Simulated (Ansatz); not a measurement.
## How many bands does the GW gap of K2LiScI6 (double perovskite (elpasolite)) (Fm-3m) need?

Aim: see how the G0W0 gap of K2LiScI6 (double perovskite (elpasolite)) (Fm-3m) on PBE moves with empty bands and screening cutoff, and what each rung costs.

Method: G0W0 on PBE, plane waves, PAW, in Ansatz 0.2.0.

Report form: the programs' logs are mostly left out.

The structure was built from a prototype and need not be the compound's stable phase.

## (1) Set-up

It takes space group Fm-3m (No. 225, cubic). Conventional cell: a = 11.711 Å, b = 11.711 Å, c = 11.711 Å, α = 90.00°, β = 90.00°, γ = 90.00°. K has 12 I at 4.14 Å nearest. Nearest to Li lie 6 I at 2.97 Å. Nearest to Sc lie 6 I at 2.89 Å. Nearest to I lie 1 Sc at 2.89 Å and 1 Li at 2.97 Å and 4 K at 4.14 Å. It derives from I6K2Li1Sc1. Farther neighbours and most contacts between anions are not listed.

The structure was relaxed with PBE. The structure type comes from a generator and need not be one that this composition takes. The runs that relaxed it are not among those shown. Spin-orbit coupling is left out unless a step names it. The default PAW set here is soft_2. Its files were made with PBE.

## (2) 196 empty bands, screening to 36 eV

G0W0 replaces the xc potential by the self-energy, built once from these orbitals. Only a window of levels is corrected, while the sums run over the empty bands that the input names.

File input.yaml:

```yaml
crystal:
  lattice:
    - [0.0, 5.8553772128, 5.8553772128]
    - [5.8553772128, 0.0, 5.8553772128]
    - [5.8553772128, 5.8553772128, 0.0]
  atoms:
    - { symbol: K, position: [0.25, 0.25, 0.25] }
    - { symbol: K, position: [0.75, 0.75, 0.75] }
    - { symbol: Li, position: [0.0, 0.0, 0.0] }
    - { symbol: Sc, position: [0.5, 0.5, 0.5] }
    - { symbol: I, position: [0.2533847642, 0.7466152358, 0.7466152358] }
    - { symbol: I, position: [0.2533847642, 0.7466152358, 0.2533847642] }
    - { symbol: I, position: [0.7466152358, 0.2533847642, 0.7466152358] }
    - { symbol: I, position: [0.7466152358, 0.2533847642, 0.2533847642] }
    - { symbol: I, position: [0.7466152358, 0.7466152358, 0.2533847642] }
    - { symbol: I, position: [0.2533847642, 0.2533847642, 0.7466152358] }
kpoints:
  mp_grid: { grid: [2, 2, 2] }
hamiltonian:
  xc: pbe
scf:
  occupations: { method: fixed }
gw:
  n_empty_bands: 196
  ecut_chi: 36
  qp_bands: [v3, c3]
  qp_kpoints: band_edges
  screening: { model: contour_deformation }
```

Launch:

```console
$ ansatz run input.yaml --threads 8 --pin off --max-ram 17510MiB --backend cpu --events-out ev --progress --plain --runs-dir out
```

Run time: 12 s. Hardware: 8 threads of Arm Neoverse V2, shared host; peak memory 1.4 GiB; 81 s of CPU time.

Numbers from this step:

| Property | Result |
| --- | --- |
| bands summed | 263 |
| RPA ε∞ on this mesh (eigenvalues) | 4.334, 4.334, 4.334 |
| plane waves in the screening matrix | 181 |
| q-points in the mesh | 8 |
| G0W0 gap on the mesh | 4.119 eV |
| k of the valence top | 0, 0, 0 |
| k of the conduction bottom | 0, 0, 0 |
| starting gap on the mesh | 2.042 eV |
| Z at the valence top | 0.7665 |
| Z at the conduction bottom | 0.7003 |
| least direct G0W0 gap on the computed points | 4.119 eV |

The gap on the mesh goes from 2.04 eV to 4.12 eV, a correction of +2.08 eV. The program marks an edge row as in doubt. Between the two edge states, bare exchange in place of the xc potential would open the gap by 10.29 eV, and correlation takes back 8.21 eV.

## (3) 557 empty bands, screening to 72 eV

Bands and screening cutoff are moved together, since each hides the error of the other.

input.yaml, as its differences from that of step 2:

```diff
@@ -23,4 +23,4 @@
 gw:
-  n_empty_bands: 196
-  ecut_chi: 36
+  n_empty_bands: 557
+  ecut_chi: 72
   qp_bands: [v3, c3]
```

Elapsed: 45 s, on 8 threads; peak memory 3.5 GiB.

This step gave:

```
bands summed                                 : 624
RPA ε∞ on this mesh (eigenvalues)            : 4.288, 4.288, 4.288
plane waves in the screening matrix          : 537
q-points in the mesh                         : 8
G0W0 gap on the mesh                         : 4.149 eV
k of the valence top                         : 0, 0, 0
k of the conduction bottom                   : 0, 0, 0
starting gap on the mesh                     : 2.042 eV
Z at the valence top                         : 0.7593
Z at the conduction bottom                   : 0.6942
least direct G0W0 gap on the computed points : 4.149 eV
```

Against the run with 2×2×2 mesh, 196 empty bands, screening to 36 eV, the gap moves by +0.03 eV.

## (4) 1198 empty bands, screening to 120 eV

input.yaml, as its differences from that of step 3:

```diff
@@ -23,4 +23,4 @@
 gw:
-  n_empty_bands: 557
-  ecut_chi: 72
+  n_empty_bands: 1198
+  ecut_chi: 120.0
   qp_bands: [v3, c3]
```

The job ended after 3.7 min (8 threads; peak memory 8.3 GiB; 26 min of CPU time).

Numbers from this step:

| Quantity | Value |
| --- | --- |
| bands summed | 1265 |
| RPA ε∞ on this mesh (eigenvalues) | 4.286, 4.286, 4.286 |
| plane waves in the screening matrix | 1243 |
| G0W0 gap on the mesh | 4.201 eV |
| k of the valence top | 0, 0, 0 |
| k of the conduction bottom | 0, 0, 0 |
| starting gap on the mesh | 2.042 eV |
| least direct G0W0 gap on the computed points | 4.201 eV |

Against the run with 2×2×2 mesh, 557 empty bands, screening to 72 eV, the gap moves by +0.05 eV.

## (5) Changing the frequency model: 2×2×2 mesh, 1198 empty bands, screening to 120 eV, plasmon pole

A plasmon pole stands in for the full frequency dependence of the screening; this run shows what that costs in accuracy.

input.yaml, as its differences from that of step 4:

```diff
@@ -27,2 +27,2 @@
   qp_kpoints: band_edges
-  screening: { model: contour_deformation }
+  screening: { model: godby_needs }
```

It took 3.6 min on 8 threads; peak memory 8.5 GiB; 25 min of CPU time.

This step gave:

- bands summed: 1265
- plasmon-pole fit frequency: 21.45 eV
- RPA ε∞ on this mesh (eigenvalues): 4.286, 4.286, 4.286
- plane waves in the screening matrix: 1243
- G0W0 gap on the mesh: 4.366 eV
- k of the valence top: 0, 0, 0
- k of the conduction bottom: 0, 0, 0
- starting gap on the mesh: 2.042 eV
- least direct G0W0 gap on the computed points: 4.366 eV

Against the run with 2×2×2 mesh, 1198 empty bands, screening to 120 eV, the gap moves by +0.16 eV.

## (6) Changing the files and raising the bands: 2×2×2 mesh, 1776 empty bands, screening to 156 eV, hard PAW files

Other atomic data (hard PAW) test the pseudisation: the cutoff goes from 420 to 780 eV, with the same valence electrons. Bands and screening cutoff change too, so the step is no clean test of the files.

input.yaml, as its differences from that of step 5:

```diff
@@ -20,2 +20,3 @@
   xc: pbe
+  pseudopotentials: { kind: paw, source: ansatz }
 scf:
@@ -23,6 +24,6 @@
 gw:
-  n_empty_bands: 1198
-  ecut_chi: 120.0
+  n_empty_bands: 1776
+  ecut_chi: 156.0
   qp_bands: [v3, c3]
   qp_kpoints: band_edges
-  screening: { model: godby_needs }
+  screening: { model: contour_deformation }
```

Elapsed: 13 min, on 8 threads; peak memory 9.3 GiB.

This step gave:

| Quantity | Value |
| --- | --- |
| bands summed | 1843 |
| RPA ε∞ on this mesh (eigenvalues) | 4.286, 4.286, 4.286 |
| plane waves in the screening matrix | 1807 |
| G0W0 gap on the mesh | 4.205 eV |
| k of the valence top | 0, 0, 0 |
| k of the conduction bottom | 0, 0, 0 |
| starting gap on the mesh | 2.042 eV |
| least direct G0W0 gap on the computed points | 4.205 eV |

Against the run with 2×2×2 mesh, 1198 empty bands, screening to 120 eV, the gap moves by +0.003 eV.

## (7) The runs together

Times are wall times on 8 threads of Arm Neoverse V2, shared host, good to a factor of about two.

```
 mesh        files            frequency  bands summed  cutoff (eV)  start (eV)  G0W0 (eV)     time  host memory (GiB)
2×2×2  default PAW  contour deformation           263           36       2.042      4.119     12 s                1.4
2×2×2  default PAW  contour deformation           624           72       2.042      4.149     45 s                3.5
2×2×2  default PAW  contour deformation          1265          120       2.042      4.201  3.7 min                8.3
2×2×2  default PAW         plasmon pole          1265          120       2.042      4.366  3.6 min                8.5
2×2×2     hard PAW  contour deformation          1843          156       2.042      4.205   13 min                9.3
```

How the two edges are built up, in eV (the quasiparticle level is the starting level plus Σx plus Σc less Vxc):

```
       run               edge  start      Σx     Σc     Vxc     Z    QP
 263 bands        valence top   3.78  -17.72   2.42  -14.83  0.77  3.31
 263 bands  conduction bottom   5.82   -9.35  -5.79  -16.74  0.70  7.43
 624 bands        valence top   3.78  -17.72   2.04  -14.83  0.76  2.92
 624 bands  conduction bottom   5.82   -9.35  -6.14  -16.74  0.69  7.07
1265 bands        valence top   3.78  -17.72   1.79  -14.83  0.76  2.67
1265 bands  conduction bottom   5.82   -9.35  -6.34  -16.74  0.69  6.88
```

## (8) What came out

```yaml
263_bands_36_ev: 4.119 eV
624_bands_72_ev: 4.149 eV
1265_bands_120_ev: 4.201 eV
estimated_limit_in_bands_and_cutoff: 4.25 eV
mesh_and_start: 2×2×2, PBE
```

**Reading.** A line in one over the bands through the two highest rungs gives 4.25 eV, +0.05 eV from the top rung; the pair below gives 4.17 eV, so the estimate is still climbing. The rungs stand 0.13 eV (263 bands), 0.10 eV (624 bands) and 0.05 eV (1265 bands) from it. From 263 to 1265 bands the gap moves by +0.08 eV while the time grows 19-fold. Σc changes by −0.63 eV at the valence top and −0.55 eV at the conduction bottom, so the levels themselves move more than the gap between them. The plasmon-pole model gives +0.16 eV against contour deformation, 8 % of the correction, and saved no time in this program. With hard PAW files and 1843 bands the gap is 4.20 eV; the line for the default PAW files gives 4.22 eV at that count, a difference of −0.01 eV that holds the line's own error too. The 2×2×2 mesh is coarse for this cell (its supercell is 17 Å along the shortest edge). The RPA ε∞ on it, from the PBE start, is 4.29; such meshes misread the long-range screening, most where the gap is narrow. The many-body steps are scalar-relativistic: spin-orbit coupling is not in them.

[Paths, hosts, dates, memory and timing lines, banners, echoed tables and standing remarks are left out of the program output.]

[Logs are printed without paths, hosts, clocks, repeated set-up lines and the standing remarks that a program may print on its own settings, such as how far it seeks lower states.]

[Runs of the session that timed out or met a known fault of the program may be left out.]

[Cells called generated may have been cut or substituted from an entry of the Crystallography Open Database or the Materials Project.]

[Hosts, paths, dates, database ids (printed as entryN), source tags and the programs' standing remarks are cut or masked in the printed files.]
